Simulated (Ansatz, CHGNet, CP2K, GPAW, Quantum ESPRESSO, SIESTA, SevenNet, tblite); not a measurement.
**Running random packing of 35PbO-65B2O3 (mol %) (67 atoms) with Quantum ESPRESSO**

Wanted: Quantum ESPRESSO inputs and outputs for random packing of 35PbO-65B2O3 (mol %) (67 atoms), checked against a plane-wave reference.

Program: Quantum ESPRESSO 7.5. Level of theory: the method is named at each step. Results are calculated unless marked as measured.

## Step 1: Starting point

The cell holds 67 atoms: 6 Pb, 39 O and 22 B. Its edges and angles: a = 9.376 Å, b = 9.376 Å, c = 9.376 Å, α = 90.0°, β = 90.0°, γ = 90.0°. 67 atoms (6 Pb, 39 O, 22 B) packed at random in a cube at 4.24 g/cm³ and pushed apart as soft spheres, cations and anions kept from their own kind; a start for melting by ab initio MD, not an equilibrated structure. Then every atom was moved at random, 0.02 Å r.m.s. a Cartesian component.

The yardstick, on the same geometry:

- method: Kohn-Sham DFT, PBE, PAW, plane waves (Ansatz 0.2.0); cutoff 420 eV, Γ point, fermi-dirac smearing of 0.05 eV; PAW set soft_2
- r.m.s. force component: 2.566 eV/Å
- longest force: 7.496 eV/Å
- pressure: -15.32 GPa
- SCF cycles: 15
- time: 4.6 s on 8 threads of Arm Neoverse V2, shared host
- CPU time: 30 s

## Step 2: PBE, sssp-1.3.0-efficiency, 60/480 Ry

Method: Kohn-Sham DFT, PBE, SSSP efficiency 1.3.0 pseudopotentials, plane waves.

The input, pw.in:

```
&control
  calculation = 'scf'
  pseudo_dir = './pseudo'
  outdir = './tmp'
  disk_io = 'none'
  tprnfor = .true.
  tstress = .true.
/
&system
  ibrav = 0
  nat = 67
  ntyp = 3
  ecutwfc = 60
  ecutrho = 480
  nosym = .true.
  occupations = 'smearing'
  smearing = 'fd'
  degauss = 0.003675
/
&electrons
  conv_thr = 3.4e-07
  electron_maxstep = 100
  mixing_beta = 0.4
  mixing_mode = 'plain'
  diagonalization = 'david'
/
ATOMIC_SPECIES
Pb 207.200 Pb.upf
O 15.999 O.upf
B 10.810 B.upf
CELL_PARAMETERS angstrom
9.37580 0.00000 0.00000
0.00000 9.37580 0.00000
0.00000 0.00000 9.37580
ATOMIC_POSITIONS crystal
Pb 0.68853 0.92898 0.74023
Pb 0.42206 0.55431 0.58536
Pb 0.88536 0.99197 0.18254
Pb 0.54547 0.56541 0.84829
Pb 0.07554 0.32815 0.70181
Pb 0.42885 0.93201 0.96204
O 0.44041 0.35784 0.37418
O 0.60887 0.80454 0.05625
O 0.06109 0.44222 0.47928
O 0.03981 0.04077 0.39897
O 0.27341 0.43300 0.69333
O 0.13528 0.19363 0.24153
O 0.44051 0.77701 0.61673
O 0.22035 0.71573 0.54300
O 0.92887 0.51685 0.67041
O 0.15496 0.08770 0.65148
O 0.85752 0.98907 0.87568
O 0.61321 0.30421 0.76967
O 0.92135 0.22700 0.57629
O 0.86740 0.22119 0.84240
O 0.15172 0.44416 0.04189
O 0.18887 0.69299 0.82544
O 0.76139 0.14470 0.29662
O 0.15583 0.56536 0.30006
O 0.84003 0.82367 0.42702
O 0.45430 0.67806 0.36508
O 0.91455 0.44497 0.11344
O 0.31246 0.07796 0.40176
O 0.32263 0.20112 0.88178
O 0.78297 0.45510 0.40520
O 0.49740 0.98774 0.18445
O 0.98840 0.83268 0.75283
O 0.35049 0.64657 0.06184
O 0.56891 0.26468 0.14683
O 0.30490 0.09970 0.10094
O 0.39265 0.42092 0.96090
O 0.40185 0.03774 0.66589
O 0.72238 0.11988 0.64094
O 0.69874 0.62078 0.56713
O 0.89067 0.79982 0.07607
O 0.10325 0.96860 0.99533
O 0.24057 0.84108 0.15854
O 0.71987 0.57145 0.05481
O 0.79889 0.71141 0.86972
O 0.70517 0.04461 0.06453
B 0.02757 0.73202 0.51815
B 0.94031 0.67782 0.30183
B 0.55062 0.55690 0.14106
B 0.46459 0.20435 0.99076
B 0.09992 0.72278 0.03216
B 0.94974 0.01698 0.70808
B 0.05606 0.57204 0.82005
B 0.60830 0.99697 0.44669
B 0.63799 0.88763 0.22700
B 0.49703 0.21563 0.49399
B 0.76874 0.46113 0.60736
[... 7 atom lines left out ...]
B 0.68834 0.23062 0.05264
B 0.13964 0.99314 0.28870
B 0.86868 0.05780 0.45433
B 0.74629 0.71985 0.09442
K_POINTS gamma
```

Launch:

```bash
OMP_NUM_THREADS=1 mpirun -np 4 pw.x -in pw.in > output.txt
```

What it wrote:

```text
Program PWSCF
     gamma-point specific algorithms are used
     one sub-group per band group will be used
     scalapack distributed-memory algorithm (size of sub-group:  2*  2 procs)
     Parallelization info
     sticks:   dense  smooth     PW     G-vecs:    dense   smooth      PW
     Min        2996    1498    371               246847    87269   10928
     Max        3001    1500    374               246850    87272   10937
     Sum       11993    5997   1489               987395   349083   43723
     bravais-lattice index     =            0
     lattice parameter (alat)  =      17.7177  a.u.
     unit-cell volume          =    5561.8799 (a.u.)^3
     number of atoms/cell      =           67
     number of atomic types    =            3
     number of electrons       =       384.00
     number of Kohn-Sham states=          230
     kinetic-energy cutoff     =      60.0000  Ry
     charge density cutoff     =     480.0000  Ry
     scf convergence threshold =      3.4E-07
     mixing beta               =       0.4000
     number of iterations used =            8  plain     mixing
     Exchange-correlation=  SLA  PW   PBX  PBC
                           (   1   4   3   4   0   0   0)
     crystal axes: (cart. coord. in units of alat)
               a(1) = (   1.000000   0.000000   0.000000 )
               a(2) = (   0.000000   1.000000   0.000000 )
               a(3) = (   0.000000   0.000000   1.000000 )
     reciprocal axes: (cart. coord. in units 2 pi/alat)
               b(1) = (  1.000000  0.000000  0.000000 )
               b(2) = (  0.000000  1.000000  0.000000 )
               b(3) = (  0.000000  0.000000  1.000000 )
     PseudoPot. # 1 for Pb:
     Pseudo is Projector augmented-wave + core cor, Zval = 14.0
     PseudoPot. # 2 for O :
     Pseudo is Projector augmented-wave + core cor, Zval =  6.0
     PseudoPot. # 3 for B :
     Pseudo is Ultrasoft + core correction, Zval =  3.0
     atomic species   valence    mass     pseudopotential
     Pb               14.00   207.20000     Pb( 1.00)
     O                 6.00    15.99900     O ( 1.00)
     B                 3.00    10.81000     B ( 1.00)
     No symmetry found
   Cartesian axes
     number of k points=     1  Fermi-Dirac smearing, width (Ry)=  0.0037
                       cart. coord. in units 2pi/alat
        k(    1) = (   0.0000000   0.0000000   0.0000000), wk =   2.0000000
     Dense  grid:   493698 G-vectors     FFT dimensions: ( 125, 125, 125)
     Smooth grid:   174542 G-vectors     FFT dimensions: (  90,  90,  90)
     Initial potential from superposition of free atoms
     starting charge     383.9796, renormalised to     384.0000
     Starting wfcs are  298 randomized atomic wfcs
     Self-consistent Calculation
     iteration #  1     ecut=    60.00 Ry     beta= 0.40
     total energy              =   -6969.69768842 Ry
     estimated scf accuracy    <      23.82126979 Ry
     iteration #  2     ecut=    60.00 Ry     beta= 0.40
     total energy              =   -6961.78557017 Ry
     estimated scf accuracy    <     198.93186414 Ry
     iteration #  3     ecut=    60.00 Ry     beta= 0.40
     total energy              =   -6974.66680096 Ry
     estimated scf accuracy    <      74.73539215 Ry
     iteration #  4     ecut=    60.00 Ry     beta= 0.40
     total energy              =   -6978.88408421 Ry
     estimated scf accuracy    <      10.24928822 Ry
     iteration #  5     ecut=    60.00 Ry     beta= 0.40
     total energy              =   -6979.29495231 Ry
     estimated scf accuracy    <       9.34196193 Ry
     iteration #  6     ecut=    60.00 Ry     beta= 0.40
     total energy              =   -6979.65766313 Ry
     estimated scf accuracy    <       2.97615735 Ry
[...]
total energy              =   -6979.76158788 Ry
[...]
iteration # 55     ecut=    60.00 Ry     beta= 0.40
     total energy              =   -6979.76158789 Ry
     estimated scf accuracy    <       0.00000063 Ry
     iteration # 56     ecut=    60.00 Ry     beta= 0.40
     total energy              =   -6979.76158790 Ry
     estimated scf accuracy    <       0.00000048 Ry
     iteration # 57     ecut=    60.00 Ry     beta= 0.40
     End of self-consistent calculation
          k = 0.0000 0.0000 0.0000 ( 21862 PWs)   bands (ev):
   -17.2237 -16.2147 -15.8066 -15.7390 -15.1911 -14.9377 -14.5227 -14.4173
   -14.2500 -14.0934 -13.7885 -13.7494 -13.6758 -13.5156 -13.3164 -13.1338
   -12.9620 -12.8456 -12.7060 -12.6631 -12.5925 -12.4863 -12.4367 -12.4339
   -12.3606 -12.2784 -12.1318 -12.1273 -12.0721 -11.9713 -11.8171 -11.7533
   -11.6777 -11.6545 -11.5897 -11.5330 -11.5311 -11.4875 -11.4707 -11.3982
   -11.3964 -11.3408 -11.2981 -11.2888 -11.2565 -11.2237 -11.2062 -11.1986
[...]
5.4412   5.4722   5.5704   5.6435   5.6551   5.8680   5.9982   6.0764
     6.1226   6.1378   6.4124   6.5249   6.7127   6.7662   6.8432   6.9375
     7.0688   7.1513   7.1899   7.3783   7.4356   7.5344   7.6893   7.7325
     7.7894   7.9419   7.9848   8.1044   8.2793   8.3003
     the Fermi energy is     4.9691 ev
!    total energy              =   -6979.76158765 Ry
     estimated scf accuracy    <       0.00000030 Ry
     smearing contrib. (-TS)   =      -0.02898182 Ry
     internal energy E=F+TS    =   -6979.73260583 Ry
     The total energy is F=E-TS. E is the sum of the following terms:
     one-electron contribution =    -808.32761508 Ry
     hartree contribution      =     642.25532679 Ry
     xc contribution           =    -607.00691553 Ry
     ewald contribution        =   -1463.58659361 Ry
     one-center paw contrib.   =   -4743.06680840 Ry
     convergence has been achieved in  57 iterations
     Forces acting on atoms (cartesian axes, Ry/au):
     atom    1 type  1   force =    -0.13692427   -0.09624623    0.00149808
     atom    2 type  1   force =    -0.02830298    0.02118306   -0.19997080
     atom    3 type  1   force =     0.11414602    0.03766915   -0.04453171
     atom    4 type  1   force =     0.03769063   -0.00471907    0.04399432
     atom    5 type  1   force =     0.05108127   -0.00256246    0.05086919
     atom    6 type  1   force =    -0.07983791   -0.02932176    0.01987189
[...]
atom   65 type  3   force =     0.07379874    0.14922976    0.02842290
     atom   66 type  3   force =     0.05681390    0.07324193    0.02678010
     atom   67 type  3   force =    -0.01035380    0.04068844   -0.14584111
     Total force =     1.422259     Total SCF correction =     0.001342
     Computing stress (Cartesian axis) and pressure
          total   stress  (Ry/bohr**3)                   (kbar)     P=     -153.76
  -0.00106638  -0.00000652   0.00006783         -156.87       -0.96        9.98
  -0.00000652  -0.00108880   0.00000451           -0.96     -160.17        0.66
   0.00006783   0.00000451  -0.00098051            9.98        0.66     -144.24
     Message from routine punch:
     Nothing written, as per user request (disk_io='none')
```

The job ended after 4.7 min (4 MPI ranks of Arm Neoverse V2, shared host; peak memory 2.2 GiB; 19 min of CPU time).

Banners, paths, timers and routine set-up lines are dropped from the logs unmarked, and long logs keep their key lines alone; longer cuts are marked.

Against the reference:

```yaml
r_m_s_force_component: 2.579 eV/Å
r_m_s_difference_of_force_components: 39.63 meV/Å
longest_difference_of_force_vectors: 221.2 meV/Å
force_difference_over_r_m_s_force: 1.545 %
slope_of_forces_against_the_reference_s: 1.005
correlation_of_force_components: 0.9999
pressure: -15.38 GPa
pressure_difference: -0.0545 GPa
```

Length of the force difference by element (eV/Å):

```tsv
element	atoms	mean	most
B	22	0.015	0.040
O	39	0.047	0.18
Pb	6	0.14	0.22
```

A closer look about Pb2, one of the 6 Pb atoms: 12 atoms, nearest first, numbered in the order of the input, with positions taken from that point.

```tsv
atom	x	y	z	distance (Å)	Fx	Fy	Fz (eV/Å)
Pb2	0.00	0.00	0.00	0.00	-0.73	0.54	-5.14
O11	-1.39	-1.14	1.01	2.06	0.73	-0.05	0.10
O13	0.17	2.09	0.29	2.12	0.86	0.94	0.60
O26	0.30	1.16	-2.07	2.39	0.83	-1.18	-0.59
O14	-1.89	1.51	-0.40	2.45	-5.92	2.74	-0.83
O39	2.59	0.62	-0.17	2.67	2.65	-3.93	4.70
O7	0.17	-1.84	-1.98	2.71	-0.60	-3.36	3.80
Pb4	1.16	0.10	2.47	2.73	0.97	-0.12	1.13
B55	0.70	-3.18	-0.86	3.36	-1.60	0.44	-3.33
B56	3.25	-0.87	0.21	3.37	-0.37	4.19	-3.43
O22	-2.19	1.30	2.25	3.40	-5.02	-3.42	2.19
O18	1.79	-2.34	1.73	3.42	0.39	1.86	-0.64
```

Forces lie 1.5 % from the reference's, at 37 times its CPU time (on 4 against 8 cores).

The difference per atom is largest on Pb (0.14 eV/Å on average, against 0.047 on O).

## Step 3: PBE, gbrv-1.5, 40/200 Ry

Method: Kohn-Sham DFT, PBE, GBRV 1.5 ultrasoft pseudopotentials, plane waves.

The pseudopotential files are exchanged too: ./pseudo now holds the set gbrv-pbe-1.5.

pw.in: that of step 2 with these lines changed.

```diff
@@ -12,4 +12,4 @@
   ntyp = 3
-  ecutwfc = 60
-  ecutrho = 480
+  ecutwfc = 40
+  ecutrho = 200
   nosym = .true.
```

Launch:

```bash
OMP_NUM_THREADS=1 mpirun -np 2 pw.x -in pw.in > output.txt
```

What it wrote:

```text
[banner, memory and clock lines left out]
Program PWSCF
     gamma-point specific algorithms are used
     bravais-lattice index     =            0
     lattice parameter (alat)  =      17.7177  a.u.
     unit-cell volume          =    5561.8799 (a.u.)^3
     number of atoms/cell      =           67
     number of atomic types    =            3
     number of electrons       =       384.00
     number of Kohn-Sham states=          230
     kinetic-energy cutoff     =      40.0000  Ry
[... lines left out ...]
     scf convergence threshold =      3.4E-07
[... lines left out ...]
     number of k points=     1  Fermi-Dirac smearing, width (Ry)=  0.0037
[... lines left out ...]
     total energy              =   -2366.35030203 Ry
[... lines left out ...]
     total energy              =   -2358.12812284 Ry
[... lines left out ...]
     total energy              =   -2371.13513755 Ry
[... lines left out ...]
     total energy              =   -2376.00582618 Ry
[... lines left out ...]
     total energy              =   -2376.00582618 Ry
[... lines left out ...]
   -14.2120 -14.0560 -13.7497 -13.7118 -13.6383 -13.4756 -13.2739 -13.0962
   -12.9198 -12.8074 -12.6674 -12.6238 -12.5546 -12.4475 -12.3979 -12.3946
[...]
6.1179   6.1330   6.4079   6.5211   6.7091   6.7620   6.8432   6.9333
     7.0657   7.1470   7.1873   7.3738   7.4335   7.5304   7.6862   7.7312
     7.7876   7.9403   7.9818   8.1008   8.2781   8.2968
     the Fermi energy is     4.9636 ev
!    total energy              =   -2376.00582609 Ry
     estimated scf accuracy    <       0.00000013 Ry
     smearing contrib. (-TS)   =      -0.02906849 Ry
     internal energy E=F+TS    =   -2375.97675760 Ry
     The total energy is F=E-TS. E is the sum of the following terms:
     one-electron contribution =    -841.00200401 Ry
     hartree contribution      =     644.29423011 Ry
     xc contribution           =    -715.68238976 Ry
     ewald contribution        =   -1463.58659395 Ry
     convergence has been achieved in  62 iterations
     negative rho (up, down):  9.501E-02 0.000E+00
     Forces acting on atoms (cartesian axes, Ry/au):
     atom    1 type  1   force =    -0.13039435   -0.08777030    0.00130684
     atom    2 type  1   force =    -0.03151760    0.02463031   -0.19652984
     atom    3 type  1   force =     0.10611233    0.03712247   -0.04849474
[...]
atom   66 type  3   force =     0.05658734    0.07336024    0.02641441
     atom   67 type  3   force =    -0.01038925    0.04132812   -0.14582336
     Total force =     1.416752     Total SCF correction =     0.000933
     Computing stress (Cartesian axis) and pressure
     negative rho (up, down):  9.501E-02 0.000E+00
          total   stress  (Ry/bohr**3)                   (kbar)     P=     -153.91
  -0.00106676  -0.00001010   0.00006335         -156.93       -1.49        9.32
  -0.00001010  -0.00109293   0.00000454           -1.49     -160.78        0.67
   0.00006335   0.00000454  -0.00097900            9.32        0.67     -144.02
     Message from routine punch:
     Nothing written, as per user request (disk_io='none')
```

Wall time 3.7 min (2 MPI ranks); peak memory 0.8 GiB.

Numbers from this run, and their distance from the reference:

```yaml
r_m_s_force_component: 2.569 eV/Å
r_m_s_difference_of_force_components: 14.67 meV/Å
longest_difference_of_force_vectors: 57.76 meV/Å
force_difference_over_r_m_s_force: 0.5716 %
slope_of_forces_against_the_reference_s: 1.001
correlation_of_force_components: 1
pressure: -15.39 GPa
pressure_difference: -0.0695 GPa
```

Against the first run (1.5 %), the force difference from the reference is 0.57 %, at 0.39 times the CPU time (on 2 against 4 cores).

The run ends at a pressure of -15.39 GPa, with forces up to 7.6 eV/Å.

## Step 4: All runs compared

Differences are against the plane-wave reference, forces as r.m.s. over components; share is that over the reference's r.m.s. force, slope the least-squares factor from reference forces to these. Total energies of different programs have different zeros and aren't compared.

```tsv
run	Δ force, r.m.s. (meV/Å)	share (%)	slope	Δ pressure (GPa)	cores	CPU time	memory (GiB)
reference	-	-	-	-	8	30 s	0.99
QE PBE, sssp-1.3.0-efficiency, 60/480 Ry	39.6	1.54	1.005	-0.0545	4	19 min	2.2
QE PBE, gbrv-1.5, 40/200 Ry	14.7	0.572	1.001	-0.0695	2	7.4 min	0.8
```

CPU time is summed over cores on a shared host, where runs went side by side, so it is rough. Symmetry, cutoffs, thresholds, outputs and thread counts weren't matched or tuned between programs; memory under MPI is the largest rank's times the ranks.

## Step 5: Results

| Quantity | Value |
| --- | --- |
| nearest in forces | QE PBE, gbrv-1.5, 40/200 Ry, 0.57 % |
| its CPU time | 7.4 min |

In words: PBE on plane waves or a grid with other potentials, cutoffs or grids differs from the reference by 0.57 % (QE PBE, gbrv-1.5, 40/200 Ry) to 1.5 % (QE PBE, sssp-1.3.0-efficiency, 60/480 Ry) of the r.m.s. force; this holds the reference's own error, so differences of a few per cent don't tell which side is nearer the exact PBE result (QE's 60 Ry are 816 eV, against the reference's 420 eV). None of the electronic-structure runs in the table takes under half the reference's CPU time of 30 s; they take 15 to 37 times as much. The reference's pressure of -15 GPa belongs to a cell and atoms that aren't relaxed at this level. The electronic-structure runs sample only Γ, in a cell whose shortest periodic width is 9 Å, which is coarse for a cell with partly filled levels. Spin–orbit coupling is left out, which matters for the levels of the heavy elements.

[Also dropped from logs without a mark: logging warnings of Python, and SIESTA's first energy breakdown and zero terms.]

[Logs are printed without paths, hosts, clocks, repeated set-up lines and the standing remarks that a program may print on its own settings, such as how far it seeks lower states.]

[Hosts, paths, dates, database ids (printed as entryN), source tags and the programs' standing remarks are cut or masked in the printed files.]
